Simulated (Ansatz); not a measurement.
# How fast states decay through BaH2Se2

Wanted: the relaxed cell of BaH2Se2, its band edges and its decay constants. It is built by putting Ba for Ca, Se for O in the CaH2O2 structure of space group C2, with the volume rescaled by atomic radii. The parent structure comes from the Materials Project.

Calculated with Ansatz 0.2.0; r2SCAN DFT, plane waves, PAW files, in the first sound run; inputs show where later runs differ.

The structure was built from a prototype and need not be the compound's stable phase.

## Step 1: Starting point

The structure is monoclinic, space group C2 (No. 5). Conventional cell: a = 7.686 Å, b = 4.370 Å, c = 6.097 Å, α = 90.00°, β = 97.25°, γ = 90.00°. Nearest to Ba lie 6 Se at 2.89 to 2.90 Å. Nearest to H lie 1 Se at 1.19 Å. Nearest to Se lie 2 H at 1.19 to 2.83 Å and 3 Ba at 2.89 to 2.90 Å. It derives from CaH2O2. Ba for Ca, Se for O in the CaH2O2 structure of space group C2. Farther neighbours and most contacts between anions are not listed.

## Step 2: Relaxing the new crystal

The substituted atoms don't fit the parent's cell, so cell and atoms relax together. A small smearing keeps the run stable in case the gap closes on the way.

input.yaml

```yaml
crystal:
  lattice:
    - [3.8427800095, -2.1847601878, 0.0]
    - [3.8427800095, 2.1847601878, 0.0]
    - [-0.7696032947, 0.0, 6.0481210591]
  atoms:
    - { symbol: Ba, position: [0.945035, 0.054965, 0.0] }
    - { symbol: H, position: [0.14691, 0.430865, 0.583473] }
    - { symbol: H, position: [0.569135, 0.85309, 0.416527] }
    - { symbol: Se, position: [0.254064, 0.361237, 0.769702] }
    - { symbol: Se, position: [0.638763, 0.745936, 0.230298] }
kpoints:
  mp_grid: { grid: [6, 6, 4] }
scf:
  occupations: { method: gaussian, width: 0.03 }
hamiltonian:
  xc: r2scan
output:
  forces: true
  stress: true
relax:
  f_tol: 0.02
  max_steps: 60
  cell: {}
```

Run with:

```bash
$ ansatz run input.yaml --threads 2 --pin off --max-ram 4096MiB --backend cpu --events-out ev --progress --plain --runs-dir out
```

Numbers of over 12 decimals in the logs are rounded to 6 here.

Log:

```text
Engine: ansatz 0.2.0, x86_64-unknown-linux-gnu
Pseudopotentials: kind: paw
Pseudopotential: Ba, paw, valence charge 10, recommended cutoff 500 eV (meta_gga), Ba.paw.azcp
Pseudopotential: H, paw, valence charge 1, recommended cutoff 500 eV (meta_gga), H.paw.azcp
Pseudopotential: Se, paw, valence charge 16, recommended cutoff 500 eV (meta_gga), Se.paw.azcp
Functional definition: r2SCAN
  parameter k0 = 0.174
  parameter k1 = 0.065
  parameter a1 = 4.9479
  exchange = r2scan_x(k0 = k0, k1 = k1, a1 = a1)
  correlation = r2scan_c
Crystal: 5 atoms, lattice volume = 101.555 Å³
Basis set: ecut = 500 eV, 2541 PW (Γ), exchange–correlation on 144×144×180 points (64 copies of the dense FFT grid, shifted against one another)
Bands: 27, of which v1, the nominal top of the filled ones, is band 22 counted from 1 (21 counted from 0)
Symmetry: 2 space group operations
Space group: C2 (ITA 5), of the structure as read, at distance tolerance 4.7e-5 Å
k-points: 47 of 144 (time reversal used)
Non-local potential: Ba, projectors of the file, l = 0: 3, l = 1: 2, l = 2: 2, l = 3: 2
Non-local potential: H, projectors of the file, l = 0: 2, l = 1: 1
Non-local potential: Se, projectors of the file, l = 0: 2, l = 1: 2, l = 2: 3, l = 3: 1
PAW form: soft (Blöchl's): semilocal exchange-correlation on the pseudo side does not see the compensation charge
PAW frozen core: Ba, regenerated for the run's functional (the file was generated under x = pbe(κ = 0.804, μ = 0.219515), c = pbe(β = 0.066725))
PAW frozen core: Se, regenerated for the run's functional (the file was generated under x = pbe(κ = 0.804, μ = 0.219515), c = pbe(β = 0.066725))
PAW one-centre angular grid: Ba, 302 points (default); XC on 160 Gauss nodes
PAW one-centre angular grid: H, 302 points (default); XC on 160 Gauss nodes
PAW one-centre angular grid: Se, 590 points (default); XC on 160 Gauss nodes
Initial density: superposition of atomic densities (neutral atoms: chi_scale 0, normalization atom), corrected by the library's trained network
Initial wavefunctions: pseudopotential atomic-orbital guess
Functional: x = r2scan, c = r2scan; τ floored in thin density (d = 2e-4 eV/Å³)
SCF iter   1: F=—  HF=-16952.751804 eV  |F-HF|=—  |Δ(HF+E_count)|=         —  Δρ=3.42e-3  dr2=1.19e-2  dr2_τ=8.08e-2  ethr=1.77e-3  ⟨swp⟩=8.8  Hψ=7062  notcnv=0
preconditioner: auto → Resta (q_TF=auto, 2.373 Å⁻¹)  ε∞=2.9  [insulator: Δε(μ)=3.030 eV  Ē_g=12.629 eV  σ=0.030 eV  W_gap=1.00  n_scr=22 (ndim 8)  ℏωp=17.3 eV  f_vac=0.126  D(μ)=0.00/eV (n_scr^D=0)  ε∞_Penn≈2.9]
SCF iter   2: F=—  HF=-16952.758027 eV  |F-HF|=—  |Δ(HF+E_count)|=   6.22e-3  Δρ=2.11e-3  dr2=3.13e-3  dr2_τ=2.74e-4  ethr=2.69e-5  ⟨swp⟩=3.0  Hψ=3051  notcnv=0  defer=47
SCF iter   3: F=—  HF=-16952.760338 eV  |F-HF|=—  |Δ(HF+E_count)|=   2.31e-3  Δρ=7.77e-4  dr2=5.17e-4  dr2_τ=3.19e-5  ethr=7.12e-6  ⟨swp⟩=2.0  Hψ=1974  notcnv=0
automatic band count: iteration 3 solves 26 bands in place of 27: the levels show a gap, and the empty bands left out lie too high to hold charge; the band table lists the bands solved (type scf.n_extra_bands for more)
SCF iter   4: F=—  HF=-16952.760662 eV  |F-HF|=—  |Δ(HF+E_count)|=   3.24e-4  Δρ=1.53e-4  dr2=2.43e-5  dr2_τ=1.52e-6  ethr=1.17e-6  ⟨swp⟩=2.0  Hψ=1785  notcnv=0
SCF iter   5: F=—  HF=-16952.760675 eV  |F-HF|=—  |Δ(HF+E_count)|=   1.23e-5  Δρ=4.66e-5  dr2=2.79e-6  dr2_τ=1.09e-7  ethr=5.53e-8  ⟨swp⟩=2.0  Hψ=1645  notcnv=0
SCF iter   6: F=—  HF=-16952.760676 eV  |F-HF|=—  |Δ(HF+E_count)|=   1.69e-6  Δρ=1.24e-5  dr2=2.16e-7  dr2_τ=9.97e-9  ethr=6.34e-9  ⟨swp⟩=2.7  Hψ=2014  notcnv=0
SCF iter   7: F=-16952.760677 eV  HF=-16952.760677 eV  |F-HF|=2.37e-9  |Δ(HF+E_count)|=   1.37e-7  Δρ=3.47e-6  dr2=1.49e-8  dr2_τ=6.68e-10  ethr=2.27e-10  ⟨swp⟩=5.0  Hψ=4928  notcnv=0
SCF 1 converged in 7 iterations: F = -16952.760677 eV  dr2 = 1.49e-8
  greatest PAW one-centre occupation: 1.000 electrons in one spin orbital (limit 2), on the Se atom at site 4 (counted from 0), in its partial waves of l = 2
relax step   1: F+E_penalty+E_count = -16952.76067657 eV  Δ(F+E_penalty+E_count) = +0.000e0 eV  max|allowed force component| = 1.109e1 eV/Å  Δτ_max = 0.0000 Å  P = +32.299 GPa  Ω = 101.555 Å³  (7 SCF iters, dr2 threshold 1.00e-7 eV, accepted)
Crystal: 5 atoms, lattice volume = 116.030 Å³
Basis set: ecut = 500 eV, 2979 PW (Γ), exchange–correlation on 144×144×180 points (64 copies of the dense FFT grid, shifted against one another)
Initial density: handed on by an earlier stage of this run
Initial wavefunctions: those handed on with the density
iter 1 solved again at ethr=9.74e-4 eV; its pass at ethr=3.10e-3 eV (dr2=4.29e-1 eV) is discarded
SCF iter   1: F=—  HF=-16955.931449 eV  |F-HF|=—  |Δ(HF+E_count)|=         —  Δρ=2.02e-2  dr2=4.27e-1  dr2_τ=1.39e-1  ethr=9.74e-4  ⟨swp⟩=1.2  Hψ=7926  notcnv=0
automatic band count: iteration 1 solves 26 bands in place of 27: the levels show a gap, and the empty bands left out lie too high to hold charge; the band table lists the bands solved (type scf.n_extra_bands for more)
preconditioner: auto → Resta (q_TF=auto, 2.321 Å⁻¹)  ε∞=2.9  [insulator: Δε(μ)=3.309 eV  Ē_g=11.673 eV  σ=0.030 eV  W_gap=1.00  n_scr=22 (ndim 8)  ℏωp=16.2 eV  f_vac=0.177  D(μ)=0.00/eV (n_scr^D=0)  ε∞_Penn≈2.9]
SCF iter   2: F=—  HF=-16956.218334 eV  |F-HF|=—  |Δ(HF+E_count)|=   2.87e-1  Δρ=1.05e-2  dr2=1.14e-1  dr2_τ=2.12e-3  ethr=9.70e-4  ⟨swp⟩=3.6  Hψ=2394  notcnv=0
SCF iter   3: F=—  HF=-16956.192789 eV  |F-HF|=—  |Δ(HF+E_count)|=   2.55e-2  Δρ=1.08e-3  dr2=3.41e-3  dr2_τ=7.78e-5  ethr=2.59e-4  ⟨swp⟩=3.1  Hψ=2409  notcnv=0
SCF iter   4: F=—  HF=-16956.193233 eV  |F-HF|=—  |Δ(HF+E_count)|=   4.44e-4  Δρ=5.71e-4  dr2=4.65e-4  dr2_τ=8.69e-6  ethr=7.75e-6  ⟨swp⟩=2.0  Hψ=2234  notcnv=0
SCF iter   5: F=—  HF=-16956.193579 eV  |F-HF|=—  |Δ(HF+E_count)|=   3.46e-4  Δρ=8.49e-5  dr2=1.26e-5  dr2_τ=6.82e-7  ethr=1.06e-6  ⟨swp⟩=2.0  Hψ=1847  notcnv=0
SCF iter   6: F=—  HF=-16956.193593 eV  |F-HF|=—  |Δ(HF+E_count)|=   1.43e-5  Δρ=3.44e-5  dr2=2.28e-6  dr2_τ=4.29e-8  ethr=2.86e-8  ⟨swp⟩=2.1  Hψ=2304  notcnv=0
SCF iter   7: F=-16956.193593 eV  HF=-16956.193594 eV  |F-HF|=1.11e-7  |Δ(HF+E_count)|=   6.99e-7  Δρ=1.38e-5  dr2=3.16e-7  dr2_τ=1.78e-8  ethr=1.14e-9  ⟨swp⟩=6.0  Hψ=6015  notcnv=0
SCF 2 converged in 7 iterations: F = -16956.193593 eV  dr2 = 3.16e-7
relax step   2: F+E_penalty+E_count = -16956.19359349 eV  Δ(F+E_penalty+E_count) = -3.433e0 eV  max|allowed force component| = 3.425e0 eV/Å  Δτ_max = 0.1389 Å  P = +11.897 GPa  Ω = 116.030 Å³  energy of the carried Pulay correction = -1.895e-3 eV  (7 SCF iters, dr2 threshold 5.00e-7 eV, accepted)
[...]
relax step  17: F+E_penalty+E_count = -16957.23810685 eV  Δ(F+E_penalty+E_count) = -3.101e-3 eV  max|allowed force component| = 1.025e-1 eV/Å  Δτ_max = 0.0572 Å  P = -0.118 GPa  Ω = 146.964 Å³  energy of the carried Pulay correction = -5.212e-3 eV  (6 SCF iters, dr2 threshold 5.00e-7 eV, accepted)
relax step  18: F+E_penalty+E_count = -16957.23799286 eV  Δ(F+E_penalty+E_count) = +1.140e-4 eV  max|allowed force component| = 2.445e-1 eV/Å  Δτ_max = 0.1026 Å  P = +0.081 GPa  Ω = 145.310 Å³  energy of the carried Pulay correction = -5.056e-3 eV  (7 SCF iters, dr2 threshold 5.00e-7 eV, rejected (line search))
relax step  19: F+E_penalty+E_count = -16957.24055665 eV  Δ(F+E_penalty+E_count) = -2.450e-3 eV  max|allowed force component| = 3.358e-2 eV/Å  Δτ_max = 0.0521 Å  P = -0.050 GPa  Ω = 146.156 Å³  energy of the carried Pulay correction = -5.136e-3 eV  (9 SCF iters, accepted)
relax step  20: F+E_penalty+E_count = -16957.24201868 eV  Δ(F+E_penalty+E_count) = -1.462e-3 eV  max|allowed force component| = 2.203e-2 eV/Å  Δτ_max = 0.0517 Å  P = -0.017 GPa  Ω = 145.452 Å³  energy of the carried Pulay correction = -5.069e-3 eV  (7 SCF iters, dr2 threshold 7.05e-8 eV, accepted)
relax step  21: F+E_penalty+E_count = -16957.24238486 eV  Δ(F+E_penalty+E_count) = -3.662e-4 eV  max|allowed force component| = 1.676e-2 eV/Å  Δτ_max = 0.0758 Å  P = -0.002 GPa  Ω = 144.330 Å³  energy of the carried Pulay correction = -4.962e-3 eV  (8 SCF iters, dr2 threshold 3.03e-8 eV, accepted)
relax step  22: F+E_penalty+E_count = -16957.24251224 eV  Δ(F+E_penalty+E_count) = -1.274e-4 eV  max|allowed force component| = 4.205e-2 eV/Å  Δτ_max = 0.0326 Å  P = +0.058 GPa  Ω = 144.892 Å³  energy of the carried Pulay correction = -5.016e-3 eV  (9 SCF iters, accepted)
relax step  23: F+E_penalty+E_count = -16957.24260272 eV  Δ(F+E_penalty+E_count) = -9.048e-5 eV  max|allowed force component| = 9.823e-3 eV/Å  Δτ_max = 0.0077 Å  P = -0.008 GPa  Ω = 144.781 Å³  energy of the carried Pulay correction = -5.005e-3 eV  (5 SCF iters, dr2 threshold 1.10e-7 eV, accepted)
relax step  24: F+E_penalty+E_count = -16957.24263771 eV  Δ(F+E_penalty+E_count) = -3.499e-5 eV  max|allowed force component| = 2.864e-3 eV/Å  Δτ_max = 0.0065 Å  P = +0.000 GPa  Ω = 144.742 Å³  energy of the carried Pulay correction = -5.001e-3 eV  (8 SCF iters, accepted)
relax step  25: F+E_penalty+E_count = -16957.25410067 eV  Δ(F+E_penalty+E_count) = -1.146e-2 eV  max|allowed force component| = 4.002e-3 eV/Å  Δτ_max = 0.0000 Å  P = +0.053 GPa  Ω = 144.742 Å³  stress off target by 8.85e-2 GPa  SCF on the basis re-selected at this cell (its energy is not comparable with the rows above)  (9 SCF iters)
relax step  26: F+E_penalty+E_count = -16957.25425828 eV  Δ(F+E_penalty+E_count) = -1.576e-4 eV  max|allowed force component| = 7.068e-3 eV/Å  Δτ_max = 0.0124 Å  P = +0.046 GPa  Ω = 144.845 Å³  energy of the carried Pulay correction = -6.602e-6 eV  (6 SCF iters, dr2 threshold 1.96e-8 eV, accepted)
relax step  27: F+E_penalty+E_count = -16957.25431378 eV  Δ(F+E_penalty+E_count) = -5.549e-5 eV  max|allowed force component| = 2.144e-3 eV/Å  Δτ_max = 0.0010 Å  P = +0.014 GPa  Ω = 145.056 Å³  energy of the carried Pulay correction = -1.841e-5 eV  (5 SCF iters, dr2 threshold 1.17e-8 eV, accepted)
iter 1 solved again at ethr=2.36e-7 eV; its pass at ethr=3.10e-3 eV (dr2=1.04e-4 eV) is discarded
SCF iter   1: F=—  HF=-16957.254288 eV  |F-HF|=—  |Δ(HF+E_count)|=         —  Δρ=2.32e-5  dr2=1.83e-8  dr2_τ=3.21e-9  ethr=2.36e-7  ⟨swp⟩=3.0  Hψ=10302  notcnv=0
eigensolver tolerance schedule: the retry pair's looser diagonalisation over-reported the residual by 5679.19 of it (diagonalisation noise at 0.76 of the residual, at the tolerance the schedule requests for it); recorded, not acted on — ethr = c·dr2/N_el stays at c = 1.0e-1
preconditioner: auto → Resta (q_TF=auto, 2.236 Å⁻¹)  ε∞=2.6  [insulator: Δε(μ)=3.325 eV  Ē_g=11.561 eV  σ=0.030 eV  W_gap=1.00  n_scr=22 (ndim 8)  ℏωp=14.5 eV  f_vac=0.189  D(μ)=0.00/eV (n_scr^D=0)  ε∞_Penn≈2.6]
SCF iter   2: F=—  HF=-16957.254336 eV  |F-HF|=—  |Δ(HF+E_count)|=   4.81e-5  Δρ=1.17e-5  dr2=4.58e-9  dr2_τ=7.16e-8  ethr=4.16e-11  ⟨swp⟩=3.1  Hψ=3281  notcnv=0
SCF iter   3: F=—  HF=-16957.254333 eV  |F-HF|=—  |Δ(HF+E_count)|=   2.52e-6  Δρ=1.19e-6  dr2=2.54e-10  dr2_τ=6.91e-10  ethr=1.04e-11  ⟨swp⟩=2.0  Hψ=2303  notcnv=0
SCF iter   4: F=—  HF=-16957.254333 eV  |F-HF|=—  |Δ(HF+E_count)|=   1.64e-8  Δρ=6.57e-7  dr2=7.56e-11  dr2_τ=2.13e-10  ethr=1.00e-12  ⟨swp⟩=5.0  Hψ=5555  notcnv=0
SCF iter   5: F=-16957.254333 eV  HF=-16957.254333 eV  |F-HF|=2.47e-10  |Δ(HF+E_count)|=   6.59e-9  Δρ=1.39e-7  dr2=1.27e-11  dr2_τ=7.05e-12  ethr=1.00e-12  ⟨swp⟩=4.1  Hψ=4097  notcnv=0
SCF 28 converged in 5 iterations: F = -16957.254333 eV  dr2 = 1.27e-11
relax step  28: F+E_penalty+E_count = -16957.25433320 eV  Δ(F+E_penalty+E_count) = -1.943e-5 eV  max|allowed force component| = 2.159e-3 eV/Å  Δτ_max = 0.0000 Å  P = +0.014 GPa  Ω = 145.056 Å³  stress off target by 2.56e-2 GPa  SCF on the basis re-selected at this cell (its energy is not comparable with the rows above)  (5 SCF iters)
basis re-selected at this cell: Δ(F+E_penalty+E_count) = -1.943e-5 eV, ΔP = +0.000 GPa vs the last step (what re-selecting the basis moved, of the pressure what is left beyond the Pulay correction that the steps carried, after the strain that the cell walked since its last selection, with what the two solves' SCF thresholds leave and, on support functions, any second-order correction that the steps lacked; it is no m [...]
SCF converged after 5 iterations
Free energy (F): -16957.254333 eV
Harris-Foulkes:  -16957.254333 eV  (|F-HF|=2.47e-10)
Internal energy: -16957.254333 eV  (E = F + TS)
E sigma→0 (E₀):  -16957.254333 eV
Fermi energy:    4.328102 eV
--- Per-component energies (eV) ---
  E_band       = -1013.068728
  E_kinetic    = 432.233868
  E_local      = -6614.684950  (includes V_loc(G=0)·N_el)
  E_nonlocal   = -1132.821099
  E_hartree    = 3144.818289
  E_xc         = -371.905206
  E_vxc        = -385.150359  (∫ρ·V_xc dr)
  E_paw        = -9102.110523  (= ΣΔE_a)
  E_vpaw       = 378.193619  (= ΣTr[D̂ρ^β])
  E_aug_tail   = -0.001341  (compensation charges beyond the density's cutoff)
  E_vtau       = 19.524869  (kinetic-family band-sum trace: ∫τ·v_τ [+ j·A + Jᵃ·Aᵃ] dr)
  E_ewald      = -3309.324247
  E_core_change = -3.459125  (= ΣΔE_core)
  E_smearing   = -0.000000  (= −TS)
  E_closure    = 0.000000  (closes the sum)
  Σ components = -16957.254333   (vs F -16957.254333, Δ=0.00e0)
--- Forces (eV/Å), atoms counted from 1 ---
  atom   1  Ba     0.00000000     0.00215885    -0.00000000
  atom   2  H      0.00069565     0.00095667     0.00056170
  atom   3  H     -0.00069565     0.00095667    -0.00056170
  atom   4  Se    -0.00126134    -0.00203611    -0.00012277
  atom   5  Se     0.00126134    -0.00203611     0.00012277
  max |Σ_I F_I| component: 3.43e-8 eV/Å
--- Stress (GPa, compression-positive) ---
        0.020706       0.000000       0.009011
        0.000000       0.012888      -0.000000
        0.009011      -0.000000       0.008928
  P = ⅓ Tr σ = 0.0142 GPa (0.142 kbar)
--- Relaxed structure (26 steps of the walk, 22 accepted, 2 SCFs on fresh bases) ---
  F+E_penalty+E_count = -16957.25433320 eV   max|allowed force component| = 2.159e-3 eV/Å   (the final SCF, on the basis selected at the relaxed cell)
  cell:  # Å, volume = 145.0564 Å³
    - [4.465651, -2.591524, 0.292046]
    - [4.465651, 2.591524, 0.292046]
    - [-0.434698, 0.0, 6.238674]
  atoms:
    - { symbol: Ba, position: [0.910306, 0.089694, 0.0] }
    - { symbol: H, position: [0.243614, 0.420402, 0.536715] }
    - { symbol: H, position: [0.579598, 0.756386, 0.463285] }
    - { symbol: Se, position: [0.243442, 0.423053, 0.770546] }
    - { symbol: Se, position: [0.576947, 0.756558, 0.229454] }
```

It took 3.6 min on 2 threads of Intel Xeon Platinum 8559C (Emerald Rapids), shared host; peak memory 0.83 GiB.

Relaxation path (22 of 28):

| step | energy less that of the first step (eV) | largest force component (eV/Å) | pressure (GPa) | volume (Å³) |
| --- | --- | --- | --- | --- |
| 1 | 0.0000 | 11.0938 | 32.30 | 101.55 |
| 2 | -3.4329 | 3.4247 | 11.90 | 116.03 |
| 4 | -4.3021 | 0.3816 | 1.18 | 131.11 |
| 5 | -4.3996 | 0.0921 | 0.53 | 140.40 |
| 6 | -4.4381 | 0.0648 | -0.02 | 145.47 |
| 7 | -4.4590 | 0.1322 | 0.25 | 146.26 |
| 9 | -4.4637 | 0.0687 | 0.10 | 146.13 |
| 10 | -4.4661 | 0.0251 | 0.02 | 147.28 |
| 11 | -4.4667 | 0.1052 | 0.08 | 147.51 |
| 13 | -4.4683 | 0.0634 | 0.07 | 147.42 |
| 14 | -4.4711 | 0.1374 | -0.15 | 147.41 |
| 15 | -4.4626 | 0.3753 | -0.69 | 148.72 |
| 16 | -4.4743 | 0.0942 | -0.11 | 147.75 |
| 18 | -4.4773 | 0.2445 | 0.08 | 145.31 |
| 19 | -4.4799 | 0.0336 | -0.05 | 146.16 |
| 20 | -4.4813 | 0.0220 | -0.02 | 145.45 |
| 22 | -4.4818 | 0.0420 | 0.06 | 144.89 |
| 23 | -4.4819 | 0.0098 | -0.01 | 144.78 |
| 24 | -4.4820 | 0.0029 | 0.00 | 144.74 |
| 25* | -4.4934 | 0.0040 | 0.05 | 144.74 |
| 27 | -4.4936 | 0.0021 | 0.01 | 145.06 |
| 28* | -4.4937 | 0.0022 | 0.01 | 145.06 |

Relaxation steps marked * repeat the geometry before them on a plane-wave basis chosen anew for their cell, so energy and pressure can jump there. Other such steps can lie between the rows shown. Relaxation steps 8, 12, 15, 18 were tried and not accepted.

The run keeps the 2 symmetry operations that it works with, so distortions that break them were not tested.

| cell as run | before | after | change |
| --- | --- | --- | --- |
| a (Å) | 4.420 | 5.171 | +17.0 % |
| b (Å) | 4.420 | 5.171 | +17.0 % |
| c (Å) | 6.097 | 6.254 | +2.6 % |
| α (°) | 96.30 | 90.21 | -6.3 % |
| β (°) | 96.30 | 90.21 | -6.3 % |
| γ (°) | 59.24 | 60.15 | +1.5 % |
| volume (Å³/atom) | 20.31 | 29.01 | +42.8 % |

The atoms that moved most (Å, as changes of fractional coordinates times the final cell):

| atom | dx | dy | dz | length |
| --- | --- | --- | --- | --- |
| H2 | 0.405 | -0.278 | -0.267 | 0.559 |
| H3 | -0.405 | -0.278 | 0.267 | 0.559 |
| Se5 | -0.228 | 0.188 | -0.020 | 0.296 |
| Se4 | 0.228 | 0.188 | 0.020 | 0.296 |
| Ba1 | 0.000 | 0.180 | 0.000 | 0.180 |

Final coordinates:

```cif
data_structure
_symmetry_space_group_name_H-M 'P 1'
_symmetry_Int_Tables_number 1
_cell_length_a 5.1714
_cell_length_b 5.1714
_cell_length_c 6.2538
_cell_angle_alpha 90.211
_cell_angle_beta 90.211
_cell_angle_gamma 60.149
_cell_volume 145.06
loop_
_atom_site_label
_atom_site_type_symbol
_atom_site_fract_x
_atom_site_fract_y
_atom_site_fract_z
_atom_site_occupancy
Ba1 Ba 0.91031 0.08969 0.00000 1
H2 H 0.24361 0.42040 0.53671 1
H3 H 0.57960 0.75639 0.46329 1
Se4 Se 0.24344 0.42305 0.77055 1
Se5 Se 0.57695 0.75656 0.22945 1
```

This step gave:

```
free energy  : -16957.2543 eV
Fermi energy : 4.328 eV
pressure     : 0.01417 GPa
```

The largest force component on a free atom ends at 0.0022 eV/Å.

[end of part 1 of 3]

[Logs are printed without paths, hosts, clocks, repeated set-up lines and the standing remarks that a program may print on its own settings, such as how far it seeks lower states.]

[Hosts, paths, dates, database ids (printed as entryN), source tags and the programs' standing remarks are cut or masked in the printed files.]
